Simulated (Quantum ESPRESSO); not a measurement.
## CrB2: parallel and opposed starts

Does CrB2 prefer parallel or opposed moments, or none?

Method: LDA; plane waves with GBRV 1.5 LDA potentials, no spin-orbit coupling, in Quantum ESPRESSO 7.5.

This is a report of a sequence of runs, with most program output left out.

## (1) Set-up

Symmetry: P6/mmm, No. 191, hexagonal system. The conventional cell has a = 2.970 Å, b = 2.970 Å, c = 3.070 Å, α = 90.00°, β = 90.00°, γ = 120.00°. Nearest to Cr lie 12 B at 2.30 Å. B has 3 B at 1.71 Å and 6 Cr at 2.30 Å nearest. Farther neighbours are not listed.

As a file:

```cif
data_structure
_symmetry_space_group_name_H-M 'P 1'
_symmetry_Int_Tables_number 1
_cell_length_a 2.9700
_cell_length_b 2.9700
_cell_length_c 3.0700
_cell_angle_alpha 90.000
_cell_angle_beta 90.000
_cell_angle_gamma 120.000
_cell_volume 23.45
loop_
_atom_site_label
_atom_site_type_symbol
_atom_site_fract_x
_atom_site_fract_y
_atom_site_fract_z
_atom_site_occupancy
Cr1 Cr 0.00000 0.00000 0.00000 1
B2 B 0.33333 0.66667 0.50000 1
B3 B 0.66667 0.33333 0.50000 1
```

The cell comes from the Crystallography Open Database.

## (2) Start 1: ferro +

The signs are those of the starting moments on the seeded atoms, the atoms that are given a moment.

pw.in

```
&CONTROL
  calculation = 'scf'
  prefix = 'pwscf'
  outdir = './tmp'
  pseudo_dir = './pseudo'
  disk_io = 'nowf'
/
&SYSTEM
  ibrav = 0
  nat = 3
  ntyp = 2
  ecutwfc = 40
  ecutrho = 280
  nbnd = 18
  occupations = 'smearing'
  smearing = 'fd'
  degauss = 0.00734986
  nspin = 2
  starting_magnetization(1) = 0.1786
  starting_magnetization(2) = 0
/
&ELECTRONS
  conv_thr = 6d-09
  electron_maxstep = 150
  mixing_beta = 0.3
/
ATOMIC_SPECIES
Cr     51.9961 cr_lda_v1.5.uspp.F.UPF
B      10.8100 b_lda_v1.4.uspp.F.UPF
CELL_PARAMETERS angstrom
   2.9700000000    0.0000000000    0.0000000000
  -1.4850000000    2.5720954492    0.0000000000
   0.0000000000    0.0000000000    3.0700000000
ATOMIC_POSITIONS crystal
Cr      0.0000000000    0.0000000000    0.0000000000
B       0.3333333333    0.6666666667    0.5000000000
B       0.6666666667    0.3333333333    0.5000000000
K_POINTS automatic
10 10 10 0 0 0
```

Launch:

```bash
OMP_NUM_THREADS=1 mpirun -n 4 pw.x -nk 4 -in pw.in > pw.out
```

Elapsed: 13 s, on 4 MPI ranks of Arm Neoverse V1, shared host; peak memory 0.27 GiB.

Spin moment in the atom's sphere by atom:

| atom | spin moment in the atom's sphere (μB) |
| --- | --- |
| Cr1 | 0.730 |
| B2 | -0.004 |
| B3 | -0.004 |

Read from the output:

```
smearing term TS       : 0.07957 eV
magnetization          : 0.785 μB
absolute magnetization : 0.814 μB
final state            : ferromagnetic
```

Spin density in the ab plane at fractional z = 0.500, with atoms of B within 0.2 Å of it.

Ten even steps from '_' (-2.35 × 1e-3 e/Å³) to '@' (4.18 × 1e-3 e/Å³):
```
%%**==::______..______::==**%%
++==::______....______::==++**
--::______..::..______::--====
..________....________..::::::
______....__....______________
..__..::....::..__..__________
........__........____________
..____________........__......
..__________..__..::....::..__
________________....__....____
..::::::..________....________
--====--::______..::..______::
++**++==::______....______::==
%%%%**==::______..______::==**
@@%%++--..__........__..--++%%
```
Columns run along a (3.0 Å), rows up along b (3.0 Å). Atoms in or near the plane, at fractional coordinates: B at (0.33, 0.67), B at (0.67, 0.33).

Valence density in the ab plane at fractional z = 0.500, with atoms of B within 0.2 Å of it. It is the smooth field of the valence electrons, not physical close to the nuclei.

Ten even steps from '_' (0.20 e/Å³) to '@' (0.85 e/Å³):
```
____..::==##@@@@@@##==::..____
__..::==**%%@@@@%%**==::..____
..::==**##%%%%%%##**==::......
--==**####****####**==--::::::
++##%%%%******%%%%##++========
##@@@@%%****%%@@@@####******##
@@@@@@%%##%%@@@@@@@@%%####%%@@
@@@@%%####%%@@@@@@@@%%##%%@@@@
####******####@@@@%%****%%@@@@
++========++##%%%%******%%%%##
--::::::--==**####****####**==
........::==**##%%%%%%##**==::
______..::==**%%@@@@%%**==::..
______..::==##@@@@@@##==::..__
______..--++##@@@@##++--..____
```
Columns run along a (3.0 Å), rows up along b (3.0 Å). Atoms in or near the plane, at fractional coordinates: B at (0.33, 0.67), B at (0.67, 0.33).

## (3) Run 2 (antiferro q=(0,1/2,0) +−)

This order needs a doubled cell of 6 atoms. The wavevector q is in fractions of the reciprocal vectors of the crystal's primitive cell, as the cells of these inputs are built from it; moments change sign between cells as cos(2π q·R).

pw.in

```
&CONTROL
  calculation = 'scf'
  prefix = 'pwscf'
  outdir = './tmp'
  pseudo_dir = './pseudo'
  disk_io = 'nowf'
/
&SYSTEM
  ibrav = 0
  nat = 6
  ntyp = 3
  ecutwfc = 40
  ecutrho = 280
  nbnd = 29
  occupations = 'smearing'
  smearing = 'fd'
  degauss = 0.00734986
  nspin = 2
  starting_magnetization(1) = 0.1786
  starting_magnetization(2) = -0.1786
  starting_magnetization(3) = 0
/
&ELECTRONS
  conv_thr = 1.2d-08
  electron_maxstep = 150
  mixing_beta = 0.3
/
ATOMIC_SPECIES
Cr1    51.9961 cr_lda_v1.5.uspp.F.UPF
Cr2    51.9961 cr_lda_v1.5.uspp.F.UPF
B      10.8100 b_lda_v1.4.uspp.F.UPF
CELL_PARAMETERS angstrom
   2.9700000000    0.0000000000    0.0000000000
  -2.9700000000    5.1441908984    0.0000000000
   0.0000000000    0.0000000000    3.0700000000
ATOMIC_POSITIONS crystal
Cr1     0.0000000000    0.0000000000    0.0000000000
Cr2     0.0000000000    0.5000000000    0.0000000000
B       0.3333333333    0.3333333334    0.5000000000
B       0.3333333333    0.8333333333    0.5000000000
B       0.6666666667    0.1666666666    0.5000000000
B       0.6666666667    0.6666666666    0.5000000000
K_POINTS automatic
10 5 10 0 0 0
```

Wall time 57 s (4 MPI ranks); peak memory 0.45 GiB; 3.8 min of CPU time.

Spin moment in the atom's sphere by atom:

| atom | spin moment in the atom's sphere (μB) |
| --- | --- |
| Cr1 | 0.951 |
| Cr2 | -0.951 |
| B3 | 0.005 |
| B4 | -0.005 |
| B5 | -0.005 |
| B6 | 0.005 |

This step gave:

| Quantity | Value |
| --- | --- |
| smearing term TS | 0.1273 eV |
| magnetization | 0 μB |
| absolute magnetization | 2.18 μB |
| final state | antiferromagnetic |

Spin density in the ab plane at fractional z = 0.500, with atoms of B within 0.2 Å of it.

Ten even steps from '0' (-1.47 × 1e-2 e/Å³) to '9' (1.47 × 1e-2 e/Å³):
```
665432222234566
544322222234455
432222422223444
221125521122222
111124211111111
223444432210001
346888643210012
678998765311135
789998776555567
888888888757888
777777887447887
555567777577776
444556777777655
333456777776543
223456777765432
334567777765433
455677777765544
567777577776555
778874478877777
888875788888888
776555567789998
653111356789987
321001234688864
210001223444432
111111111242111
222222112552112
444432222422223
555443222222344
666543222223456
776543222234567
```
Columns run along a (3.0 Å), rows up along b (5.9 Å). Atoms in or near the plane, at fractional coordinates: B at (0.33, 0.33), B at (0.33, 0.83), B at (0.67, 0.17), B at (0.67, 0.67).

Valence density in the ab plane at fractional z = 0.500, with atoms of B within 0.2 Å of it. It is the smooth field of the valence electrons, not physical close to the nuclei.

Values in e/Å³, 24 rows by 15 columns, each cell a mean:
```
0.22 0.24 0.30 0.40 0.53 0.68 0.81 0.85 0.79 0.65 0.50 0.37 0.29 0.24 0.21
0.27 0.32 0.41 0.53 0.66 0.76 0.81 0.81 0.74 0.62 0.48 0.37 0.30 0.26 0.26
0.38 0.45 0.56 0.67 0.70 0.69 0.69 0.72 0.72 0.62 0.49 0.40 0.35 0.33 0.34
0.54 0.63 0.74 0.74 0.66 0.62 0.65 0.74 0.75 0.65 0.55 0.49 0.46 0.45 0.48
0.74 0.81 0.85 0.75 0.66 0.67 0.77 0.85 0.80 0.73 0.68 0.64 0.63 0.65 0.69
0.82 0.83 0.81 0.74 0.70 0.76 0.83 0.84 0.83 0.82 0.76 0.71 0.73 0.80 0.82
0.76 0.72 0.68 0.65 0.66 0.70 0.75 0.81 0.85 0.79 0.69 0.67 0.75 0.85 0.82
0.60 0.54 0.50 0.50 0.53 0.58 0.67 0.77 0.77 0.67 0.62 0.65 0.75 0.78 0.69
0.40 0.36 0.35 0.36 0.41 0.50 0.62 0.72 0.70 0.67 0.67 0.70 0.70 0.59 0.48
0.29 0.27 0.27 0.30 0.37 0.48 0.61 0.74 0.79 0.79 0.76 0.68 0.55 0.43 0.34
0.22 0.22 0.24 0.29 0.37 0.49 0.65 0.78 0.85 0.82 0.70 0.55 0.42 0.32 0.26
0.20 0.21 0.24 0.31 0.41 0.55 0.71 0.81 0.83 0.73 0.58 0.44 0.33 0.25 0.21
0.22 0.24 0.30 0.40 0.53 0.68 0.81 0.85 0.79 0.65 0.50 0.37 0.29 0.24 0.21
0.27 0.32 0.41 0.53 0.66 0.76 0.81 0.81 0.74 0.62 0.48 0.37 0.30 0.26 0.26
0.38 0.45 0.56 0.67 0.70 0.69 0.69 0.72 0.72 0.62 0.49 0.40 0.35 0.33 0.34
0.54 0.63 0.74 0.74 0.66 0.62 0.65 0.74 0.75 0.65 0.55 0.49 0.46 0.45 0.48
0.74 0.81 0.85 0.75 0.66 0.67 0.77 0.85 0.80 0.73 0.68 0.64 0.63 0.65 0.69
0.82 0.83 0.81 0.74 0.70 0.76 0.83 0.84 0.83 0.82 0.76 0.71 0.73 0.80 0.82
0.76 0.72 0.68 0.65 0.66 0.70 0.75 0.81 0.85 0.79 0.69 0.67 0.75 0.85 0.82
0.60 0.54 0.50 0.50 0.53 0.58 0.67 0.77 0.77 0.67 0.62 0.65 0.75 0.78 0.69
0.40 0.36 0.35 0.36 0.41 0.50 0.62 0.72 0.70 0.67 0.67 0.70 0.70 0.59 0.48
0.29 0.27 0.27 0.30 0.37 0.48 0.61 0.74 0.79 0.79 0.76 0.68 0.55 0.43 0.34
0.22 0.22 0.24 0.29 0.37 0.49 0.65 0.78 0.85 0.82 0.70 0.55 0.42 0.32 0.26
0.20 0.21 0.24 0.31 0.41 0.55 0.71 0.81 0.83 0.73 0.58 0.44 0.33 0.25 0.21
```
Columns run along a (3.0 Å), rows up along b (5.9 Å). Atoms in or near the plane, at fractional coordinates: B at (0.33, 0.33), B at (0.33, 0.83), B at (0.67, 0.17), B at (0.67, 0.67).

## (4) Run 3, typed as antiferro q=(0,0,1/2) +−

The cell is doubled to 6 atoms to hold this order.

pw.in

```
&CONTROL
  calculation = 'scf'
  prefix = 'pwscf'
  outdir = './tmp'
  pseudo_dir = './pseudo'
  disk_io = 'nowf'
/
&SYSTEM
  ibrav = 0
  nat = 6
  ntyp = 3
  ecutwfc = 40
  ecutrho = 280
  nbnd = 29
  occupations = 'smearing'
  smearing = 'fd'
  degauss = 0.00734986
  nspin = 2
  starting_magnetization(1) = 0.1786
  starting_magnetization(2) = -0.1786
  starting_magnetization(3) = 0
/
&ELECTRONS
  conv_thr = 1.2d-08
  electron_maxstep = 150
  mixing_beta = 0.3
/
ATOMIC_SPECIES
Cr1    51.9961 cr_lda_v1.5.uspp.F.UPF
Cr2    51.9961 cr_lda_v1.5.uspp.F.UPF
B      10.8100 b_lda_v1.4.uspp.F.UPF
CELL_PARAMETERS angstrom
   2.9700000000    0.0000000000    0.0000000000
  -1.4850000000    2.5720954492    0.0000000000
   0.0000000000    0.0000000000    6.1400000000
ATOMIC_POSITIONS crystal
Cr1     0.0000000000    0.0000000000    0.0000000000
Cr2     0.0000000000    0.0000000000    0.5000000000
B       0.3333333333    0.6666666667    0.2500000000
B       0.3333333333    0.6666666667    0.7500000000
B       0.6666666667    0.3333333333    0.2500000000
B       0.6666666667    0.3333333333    0.7500000000
K_POINTS automatic
10 10 5 0 0 0
```

Elapsed: 27 s, on 4 MPI ranks; peak memory 0.37 GiB.

Spin moment in the atom's sphere by atom:

| atom | spin moment in the atom's sphere (μB) |
| --- | --- |
| Cr1 | 0.725 |
| Cr2 | -0.724 |
| B3 | 0.000 |
| B4 | 0.000 |
| B5 | 0.000 |
| B6 | 0.000 |

Read from the output:

- smearing term TS: 0.1769 eV
- magnetization: 0 μB
- absolute magnetization: 1.691 μB
- final state: antiferromagnetic

## (5) Run 4, typed as no spin polarisation

pw.in

```
&CONTROL
  calculation = 'scf'
  prefix = 'pwscf'
  outdir = './tmp'
  pseudo_dir = './pseudo'
  disk_io = 'nowf'
/
&SYSTEM
  ibrav = 0
  nat = 3
  ntyp = 2
  ecutwfc = 40
  ecutrho = 280
  nbnd = 17
  occupations = 'smearing'
  smearing = 'fd'
  degauss = 0.00734986
/
&ELECTRONS
  conv_thr = 6d-09
  electron_maxstep = 150
  mixing_beta = 0.3
/
ATOMIC_SPECIES
Cr     51.9961 cr_lda_v1.5.uspp.F.UPF
B      10.8100 b_lda_v1.4.uspp.F.UPF
CELL_PARAMETERS angstrom
   2.9700000000    0.0000000000    0.0000000000
  -1.4850000000    2.5720954492    0.0000000000
   0.0000000000    0.0000000000    3.0700000000
ATOMIC_POSITIONS crystal
Cr      0.0000000000    0.0000000000    0.0000000000
B       0.3333333333    0.6666666667    0.5000000000
B       0.6666666667    0.3333333333    0.5000000000
K_POINTS automatic
10 10 10 0 0 0
```

The job ended after 4.6 s (4 MPI ranks; peak memory 0.24 GiB; 18 s of CPU time).

Numbers from this step:

```yaml
smearing_term_ts: 0.08908 eV
final_state: non-magnetic (no spin polarisation)
```

## (6) The states side by side

An order is kept where moments of 0.15 μB or more survive with the typed signs; meshes match where a doubled cell samples the same k points as the first cell.

Orders:

| start | final state | typed order kept | energy over the lowest (meV a seeded atom) | largest site moment (μB) | net moment (μB a cell of the first run) | mesh matched | CPU time (s) |
| --- | --- | --- | --- | --- | --- | --- | --- |
| ferro + | ferromagnetic | yes | 17.7 | 0.7304 | 0.7854 | yes | 50.03 |
| antiferro q=(0,1/2,0) +- | antiferromagnetic | yes | 0 | 0.9507 | 0 | yes | 229 |
| antiferro q=(0,0,1/2) +- | antiferromagnetic | yes | 27.39 | 0.7247 | 0 | yes | 106.3 |
| no spin polarisation | non-magnetic | - | 32.63 | 0 | 0 | yes | 18.06 |

## (7) Couplings from the energies

E = −Σ J e·e over ordered pairs of unit vectors, so each pair counts twice. As many shells are taken as there are differences of energy, so the couplings are solved for and no residual tests the model; further shells are folded in, and shells whose pairs keep their relative signs in all orders cancel and are not probed. Couplings from the energies:

| pair | distance (Å) | neighbours an atom | J (meV) |
| --- | --- | --- | --- |
| Cr-Cr | 2.97 | 6 | -2.212 |
| Cr-Cr | 3.07 | 2 | 2.423 |

## (8) Summary of results

| Item | Value |
| --- | --- |
| lowest state found | antiferromagnetic (from antiferro q=(0,1/2,0) +-) |
| largest site moment | 0.951 μB |
| next state with moments | ferromagnetic, 17.7 meV a seeded atom higher |
| state without moments | 32.6 meV a seeded atom higher |
| J of the weightiest shell (Cr-Cr, 2.97 Å; E = −Σ J e·e, ordered pairs) | -2.21 meV |

In words: The smearing terms TS of the orders run from 64 to 88 meV a seeded atom, so the differences would change at a smaller width: an order with a larger TS is lowered more by the smearing. The largest moment changes by 24 % between the kept orders, so a model of rigid spins is rough here. Only these 4 starts were compared; other wavevectors, canted and longer-period orders were not. Energies are free energies at an electronic temperature of 1160 K, which lowers moments and differences where the moments are itinerant.

[Logs and program files are shortened in this print: banners, set-up blocks, solver, clock and traceback lines can be left out without a mark of their own.]

[Logs are printed without paths, hosts, clocks, repeated set-up lines and the standing remarks that a program may print on its own settings, such as how far it seeks lower states.]

[Hosts, paths, dates, database ids (printed as entryN), source tags and the programs' standing remarks are cut or masked in the printed files.]

[Where a cell is said to come from a database of computed structures, the database is the Materials Project.]
